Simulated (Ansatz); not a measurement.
Consider CrF6 (R-3).

```xyz
7
Lattice="-0.5434 2.5582 -4.4660 -4.4660 0.5434 -2.5582 -2.5582 4.4660 -0.5434" Properties=species:S:1:pos:R:3 pbc="T T T"
Cr    0.0000    0.0000    0.0000
F    -2.5587    4.4665   -2.2789
F    -4.4665    2.2789   -2.5587
F    -5.2888    5.0090   -3.1012
F    -3.1012    5.2888   -5.0090
F    -5.0090    3.1012   -5.2888
F    -2.2789    2.5587   -4.4665
```

The cell and positions are those that the Materials Project relaxed with its own functionals (PBE, PBE+U or r2SCAN), kept fixed. The program's search for lower electronic states was switched off, so nothing shows that the state found is the lowest. PAW set soft_2, made with PBE.

A constrained-RPA run (Ansatz 0.2.0; non-magnetic LDA; Cr d + anion p, bands v18 to c5, 4×4×4 mesh, medium accuracy) builds 23 functions on bands 9.8 eV wide, with 36.0 electrons in the window. The bare on-site interaction is 23.4 eV and the bare J 0.84 eV.

**Question.** What U and J survive the screening?

On the Cr d shell, U = 15.25 eV (65 % of the bare value), U′ = 13.82 eV, J = 0.71 eV.

The parent state is non-magnetic and the interaction static (zero frequency); U depends on the window and the orbitals, so it belongs to this model alone. A window that holds the anion p bands defines a model with explicit ligands; its U belongs to that model and is not the U of DFT+U.

[Paths, hosts, dates, memory and timing lines, banners, echoed tables and standing remarks are left out of the program output.]

[Logs are printed without paths, hosts, clocks, repeated set-up lines and the standing remarks that a program may print on its own settings, such as how far it seeks lower states.]

[Runs of the session that timed out or met a known fault of the program may be left out.]

[Hosts, paths, dates, database ids (printed as entryN), source tags and the programs' standing remarks are cut or masked in the printed files.]
